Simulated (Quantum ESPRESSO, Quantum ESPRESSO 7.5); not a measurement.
# Work function and surface energy of Na(110) against thickness

Wanted: a thickness series of Na(110), driven from Python.

Calculated with Quantum ESPRESSO 7.5; plane-wave DFT, PBE, GBRV ultrasoft pseudopotentials.

The experiments to compare with:

“Anisotropic work function of elemental crystals” (2019, arxiv:1902.07811) quotes from earlier work for Na (polycrystalline sample, no single face): work function, loosely compared (polycrystalline sample, no single face) 2.75 eV.

## (1) Starting point

The cell holds 8 atoms: 8 Na. Its edges and angles: a = 3.663 Å, b = 3.663 Å, c = 35.937 Å, α = 90.0°, β = 90.0°, γ = 70.5°. It derives from Na. Vacuum lies along c.

As a file:

```
CELL_PARAMETERS angstrom
2.99106 -2.11500 0.00000
2.99106 2.11500 0.00000
0.00000 0.00000 35.93743
ATOMIC_POSITIONS crystal
Na 0.00000 0.00000 0.20870
Na 0.50000 0.50000 0.29193
Na 0.00000 0.00000 0.37516
Na 0.50000 0.50000 0.45839
Na 0.00000 0.00000 0.54161
Na 0.50000 0.50000 0.62484
Na 0.00000 0.00000 0.70807
Na 0.50000 0.50000 0.79130
```

## (2) Running the series

ASE writes the inputs, starts pw.x and reads the results. Under ESM bc1 the zero of energy of a symmetric slab is the vacuum, so the work function is minus the Fermi level.

run.py reads:

```python
import json
import numpy as np
from ase.build import bcc110
from ase.calculators.espresso import Espresso, EspressoProfile

profile = EspressoProfile(command='mpirun -n 4 pw.x -nk 4', pseudo_dir='../pseudo')
pseudopotentials = {'Na': 'na_pbe_v1.5.uspp.F.UPF'}
system = {'ecutwfc': 40, 'ecutrho': 200, 'occupations': 'smearing', 'smearing': 'mv', 'degauss': 0.02}


def calculator(name, kpts, **extra):
    data = dict(control=dict(tprnfor=True, verbosity='high', disk_io='none'),
                system=system | extra,
                electrons=dict(conv_thr=1e-07, mixing_beta=0.4, mixing_mode='local-TF',
                               electron_maxstep=100))
    return Espresso(profile=profile, directory=name, pseudopotentials=pseudopotentials, kpts=kpts, input_data=data)


def centre(atoms):
    z = atoms.positions[:, 2]
    atoms.positions[:, 2] -= (z.max() + z.min()) / 2  # ESM wants the slab about z = 0
    return atoms


rows = []
for n in [3, 4, 5, 6, 7, 8]:
    slab = centre(bcc110('Na', size=(1, 1, n), a=4.23, vacuum=7.5, periodic=True))
    slab.set_initial_magnetic_moments([0.0] * n)
    slab.calc = calculator(f'n{n}', (8, 10, 1), assume_isolated='esm', esm_bc='bc1')
    energy = slab.get_potential_energy()
    work = -slab.calc.get_fermi_level()
    force = slab.get_forces()[-1, 2]
    rows.append([n, energy, work, force])
    print(f'{n} layers: E = {energy:.5f} eV, work function {work:.3f} eV, force on the top atom {force:+.3f} eV/A')

n, energy = np.array(rows)[:, :2].T
slope, offset = np.polyfit(n[1:], energy[1:], 1)
area = np.linalg.norm(np.cross(*slab.cell[:2]))
gamma = offset / (2 * area) * 16.0218
print(f'bulk energy from the slope {slope:.5f} eV an atom; unrelaxed surface energy {gamma:.3f} J/m^2')
json.dump(dict(rows=rows, slope=slope, gamma=gamma), open('result.json', 'w'))
```

Launch:

```bash
> OMP_NUM_THREADS=1 python run.py
```

Output:

```text
3 layers: E = -3891.39480 eV, work function 2.920 eV, force on the top atom -0.035 eV/A
4 layers: E = -5188.63455 eV, work function 2.876 eV, force on the top atom -0.036 eV/A
5 layers: E = -6485.87632 eV, work function 2.819 eV, force on the top atom -0.040 eV/A
6 layers: E = -7783.12928 eV, work function 2.804 eV, force on the top atom -0.033 eV/A
7 layers: E = -9080.36634 eV, work function 2.830 eV, force on the top atom -0.025 eV/A
8 layers: E = -10377.60786 eV, work function 2.819 eV, force on the top atom -0.025 eV/A
bulk energy from the slope -1297.24366 eV an atom; unrelaxed surface energy 0.215 J/m^2
```

Run time: 14 min. Hardware: 4 MPI ranks of Arm Neoverse V2, shared host; peak memory 1.4 GiB.

The input that ASE wrote for the first run, and its log:

```
&CONTROL
   verbosity        = 'high'
   tprnfor          = .true.
   disk_io          = 'none'
   pseudo_dir       = '../pseudo'
/
&SYSTEM
   ecutwfc          = 40
   ecutrho          = 200
   occupations      = 'smearing'
   degauss          = 0.02
   smearing         = 'mv'
   assume_isolated  = 'esm'
   esm_bc           = 'bc1'
   ntyp             = 1
   nat              = 3
   ibrav            = 0
/
&ELECTRONS
   electron_maxstep = 100
   conv_thr         = 1e-07
   mixing_mode      = 'local-TF'
   mixing_beta      = 0.4
/
&IONS
/
&CELL
/
&FCP
/
&RISM
/
ATOMIC_SPECIES
Na 22.98976928 na_pbe_v1.5.uspp.F.UPF

K_POINTS automatic
8 10 1  0 0 0

CELL_PARAMETERS angstrom
4.23000000000000 0.00000000000000 0.00000000000000
2.11500000000000 2.99106168441910 0.00000000000000
0.00000000000000 0.00000000000000 20.98212336883819

ATOMIC_POSITIONS angstrom
Na 0.0000000000 0.0000000000 -2.9910616844  
Na 0.0000000000 2.9910616844 0.0000000000  
Na 0.0000000000 0.0000000000 2.9910616844
```

```text
Program PWSCF v.7.5 starts
[citation notice left out]

     Parallel version (MPI & OpenMP), running on       4 processor cores
     Number of MPI processes:                 4
     Threads/MPI process:                     1

     MPI processes distributed on     1 nodes
[... 1 line left out ...]

Warning: card &CELL ignored
Warning: card &FCP ignored
Warning: card &RISM ignored

     Current dimensions of program PWSCF are:
     Max number of different atomic species (ntypx) = 10
     Max number of k-points (npk) =  40000
     Max angular momentum in pseudopotentials (lmaxx) =  4
     Message from routine setup:
     using ibrav=0 with symmetry is DISCOURAGED, use correct ibrav instead

     K-points division:     npool     =       4
     Subspace diagonalization in iterative solution of the eigenvalue problem:
     a serial algorithm will be used

     G-vector sticks info
     --------------------
     sticks:   dense  smooth     PW     G-vecs:    dense   smooth      PW
     Sum         713     571    181                85563    61025   10955

     Using Slab Decomposition

     bravais-lattice index     =            0
     lattice parameter (alat)  =       7.9935  a.u.
     unit-cell volume          =    1791.4792 (a.u.)^3
     number of atoms/cell      =            3
     number of atomic types    =            1
     number of electrons       =        27.00
     number of Kohn-Sham states=           18
     kinetic-energy cutoff     =      40.0000  Ry
     charge density cutoff     =     200.0000  Ry
     scf convergence threshold =      1.0E-07
     mixing beta               =       0.4000
     number of iterations used =            8  local-TF  mixing
     Exchange-correlation=  SLA  PW   PBX  PBC
                           (   1   4   3   4   0   0   0)

     Effective Screening Medium Method
     =================================
     Boundary Conditions: Vacuum-Slab-Vacuum
     total charge in unit cell        =   0.0000
     grid points for fit at edges     =        4

[... 10 lines left out ...]
     PseudoPot. # 1 for Na read from file:
     ../pseudo/na_pbe_v1.5.uspp.F.UPF
     Pseudo is Ultrasoft, Zval =  9.0
     Generated by new atomic code, or converted to UPF format
     Using radial grid of  819 points,  5 beta functions with:
                l(1) =   0
                l(2) =   0
                l(3) =   1
                l(4) =   1
                l(5) =   2
     Q(r) pseudized with  8 coefficients,  rinner =    1.250   1.250   1.250
                                                       1.250   1.250

     atomic species   valence    mass     pseudopotential
     Na                9.00    22.98977     Na( 1.00)

      8 Sym. Ops., with inversion, found

                                    s                        frac. trans.

      isym =  1     identity

 cryst.   s( 1) = (     1          0          0      )
[... 443 lines left out ...]

   -56.1612 -56.1612 -55.9492 -28.0902 -28.0897 -28.0664 -28.0664 -28.0649
   -28.0648 -27.8695 -27.8624 -27.8563  -5.8727  -4.9980  -3.5941  -2.2041
    -0.8128   0.2288

     occupation numbers
     1.0000   1.0000   1.0000   1.0000   1.0000   1.0000   1.0000   1.0000
     1.0000   1.0000   1.0000   1.0000   1.0000   1.0000   1.0112   0.0000
     0.0000   0.0000

[... 304 lines left out ...]

     the Fermi energy is    -2.9195 ev

!    total energy              =    -286.01226726 Ry
     estimated scf accuracy    <       0.00000005 Ry
     smearing contrib. (-TS)   =      -0.00025996 Ry
     internal energy E=F+TS    =    -286.01200731 Ry

     The total energy is F=E-TS. E is the sum of the following terms:
     one-electron contribution =     823.70806703 Ry
     hartree contribution      =    -415.34280752 Ry
     xc contribution           =     -42.88544728 Ry
     ewald contribution        =    -651.49181954 Ry

     convergence has been achieved in  13 iterations

     Forces acting on atoms (cartesian axes, Ry/au):

     atom    1 type  1   force =     0.00000000    0.00000000    0.00135969
     atom    2 type  1   force =     0.00000000   -0.00000000    0.00000000
     atom    3 type  1   force =     0.00000000    0.00000000   -0.00135969
     The non-local contrib.  to forces
     atom    1 type  1   force =     0.00000000    0.00000000   -0.14495130
     atom    2 type  1   force =     0.00000000    0.00000000    0.00000000
     atom    3 type  1   force =     0.00000000    0.00000000    0.14495130
     The ionic contribution  to forces
     atom    1 type  1   force =    -0.00000000   -0.00000000  -44.75769791
     atom    2 type  1   force =     0.00000000    0.00000000    0.00000000
     atom    3 type  1   force =    -0.00000000   -0.00000000   44.75769791
     The local contribution  to forces
     atom    1 type  1   force =     0.00000000    0.00000000   44.90308304
     atom    2 type  1   force =     0.00000000   -0.00000000   -0.00000354
     atom    3 type  1   force =    -0.00000000   -0.00000000  -44.90309012
     The core correction contribution to forces
     atom    1 type  1   force =     0.00000000    0.00000000    0.00000000
     atom    2 type  1   force =     0.00000000    0.00000000    0.00000000
     atom    3 type  1   force =     0.00000000    0.00000000    0.00000000
     The Hubbard contrib.    to forces
     atom    1 type  1   force =     0.00000000    0.00000000    0.00000000
     atom    2 type  1   force =     0.00000000    0.00000000    0.00000000
     atom    3 type  1   force =     0.00000000    0.00000000    0.00000000
     The SCF correction term to forces
     atom    1 type  1   force =    -0.00000000    0.00000000    0.00092232
     atom    2 type  1   force =     0.00000000    0.00000000   -0.00000000
     atom    3 type  1   force =    -0.00000000    0.00000000   -0.00092232

     Total force =     0.001923     Total SCF correction =     0.001304
     SCF correction compared to forces is large: reduce conv_thr to get better values
     Message from routine punch:
     Nothing written, as per user request (disk_io='none')

[... 1 line left out ...]

[... 1 line left out ...]

[... 1 line left out ...]

[... 3 lines left out ...]

[... 1 line left out ...]

[... 2 lines left out ...]

[... 1 line left out ...]

[... 1 line left out ...]

=------------------------------------------------------------------------------=
   JOB DONE.
=------------------------------------------------------------------------------=
```

This step gave:

* surface energy: 0.2147 J/m²
* work function of the thickest slab: 2.819 eV

The work function by layers:

```csv
layers,work function (eV)
3.00,2.92
4.00,2.88
5.00,2.82
6.00,2.80
7.00,2.83
8.00,2.82
```

Force on the top atom along the normal against layers:

```
layers  force on the top atom along the normal (eV/Å)
  3.00                                        -0.0350
  4.00                                        -0.0361
  5.00                                        -0.0405
  6.00                                        -0.0328
  7.00                                        -0.0248
  8.00                                        -0.0254
```

The energy less the bulk line's slope by layers:

```csv
layers,energy less the bulk line's slope (meV)
3.00,336
4.00,340
5.00,342
6.00,333
7.00,339
8.00,341
```

## (3) Running the series: PBE, PseudoDojo norm-conserving

Level of this step: plane-wave DFT, PBE, PseudoDojo norm-conserving pseudopotentials (Quantum ESPRESSO 7.5).

run.py is the input of step 2 with these lines changed:

```diff
@@ -6,4 +6,4 @@
 profile = EspressoProfile(command='mpirun -n 4 pw.x -nk 4', pseudo_dir='../pseudo')
-pseudopotentials = {'Na': 'na_pbe_v1.5.uspp.F.UPF'}
-system = {'ecutwfc': 40, 'ecutrho': 200, 'occupations': 'smearing', 'smearing': 'mv', 'degauss': 0.02}
+pseudopotentials = {'Na': 'Na.dojo-sr-pbe-0.4.1-standard.upf'}
+system = {'ecutwfc': 76, 'ecutrho': 304, 'occupations': 'smearing', 'smearing': 'mv', 'degauss': 0.02}
```

Launch:

```bash
> OMP_NUM_THREADS=1 python run.py
```

Output:

```text
3 layers: E = -3731.48680 eV, work function 2.917 eV, force on the top atom -0.030 eV/A
4 layers: E = -4975.42448 eV, work function 2.879 eV, force on the top atom -0.010 eV/A
5 layers: E = -6219.36305 eV, work function 2.820 eV, force on the top atom -0.032 eV/A
6 layers: E = -7463.31419 eV, work function 2.804 eV, force on the top atom -0.027 eV/A
7 layers: E = -8707.24710 eV, work function 2.832 eV, force on the top atom -0.036 eV/A
8 layers: E = -9951.18771 eV, work function 2.818 eV, force on the top atom -0.009 eV/A
bulk energy from the slope -1243.94105 eV an atom; unrelaxed surface energy 0.215 J/m^2
```

It took 40 min on 4 MPI ranks; peak memory 2.7 GiB.

This step gave:

- surface energy: 0.2146 J/m²
- work function of the thickest slab: 2.818 eV

The work function by layers:

```
layers  work function (eV)
  3.00                2.92
  4.00                2.88
  5.00                2.82
  6.00                2.80
  7.00                2.83
  8.00                2.82
```

Force on the top atom along the normal against layers:

| layers | force on the top atom along the normal (eV/Å) |
| --- | --- |
| 3.00 | -0.0303 |
| 4.00 | -0.00970 |
| 5.00 | -0.0321 |
| 6.00 | -0.0266 |
| 7.00 | -0.0359 |
| 8.00 | -0.00864 |

Energy less the bulk line's slope against layers:

```csv
layers,energy less the bulk line's slope (meV)
3.00,336
4.00,340
5.00,342
6.00,332
7.00,340
8.00,341
```

## (4) By hand

γ = (E_N − N e_bulk)/(2A). The excess of the thickest slab is 0.341 eV and A = 12.652 Å²: 0.341/(2 × 12.652) × 16.02 = 0.22 J/m² (1 eV/Å² = 16.02 J/m²); the fit's intercept gives 0.21.

## (5) Results

```yaml
work_function_of_the_thickest_slab_pbe_gbrv_ultrasoft: 2.82 eV
unrelaxed_surface_energy_pbe_gbrv_ultrasoft: 0.21 J/m²
work_function_of_the_thickest_slab_pbe_pseudodojo_norm_conserving: 2.82 eV
unrelaxed_surface_energy_pbe_pseudodojo_norm_conserving: 0.21 J/m²
```

In words: The thickest slab gives a work function of 2.82 eV and the series an unrelaxed surface energy of 0.21 J/m² (PBE, GBRV ultrasoft). The work function swings by 0.12 eV over 3 to 8 layers and by 0.01 eV over the last step; confined states crossing the Fermi level and the finite mesh both contribute. From 4 layers on it stays within 0.1 eV. The top atom feels almost no force. The slabs are cut from the bulk at the tabulated lattice constant and not relaxed; the surface energy comes from a straight line through the energies of all but the thinnest slab.

Computed beside measured:

| quantity | measured | PBE, GBRV | PBE, PseudoDojo |
| --- | --- | --- | --- |
| work function, loosely compared (polycrystalline sample, no single face) (eV) | 2.75 | 2.82 (+0.07 eV) | 2.82 (+0.07 eV) |

Measured values from arxiv:1902.07811 (2019).

**Verdict.** A polycrystal averages over faces, so this is a loose comparison.

[Logs are printed without paths, hosts, clocks, repeated set-up lines and the standing remarks that a program may print on its own settings, such as how far it seeks lower states.]

[Hosts, paths, dates, database ids (printed as entryN), source tags and the programs' standing remarks are cut or masked in the printed files.]

[Maps of the electrostatic potential energy from Ansatz leave out the sawtooth potential of an applied field or a dipole correction, so their vacuum need not be flat; planar profiles and work functions include it.]
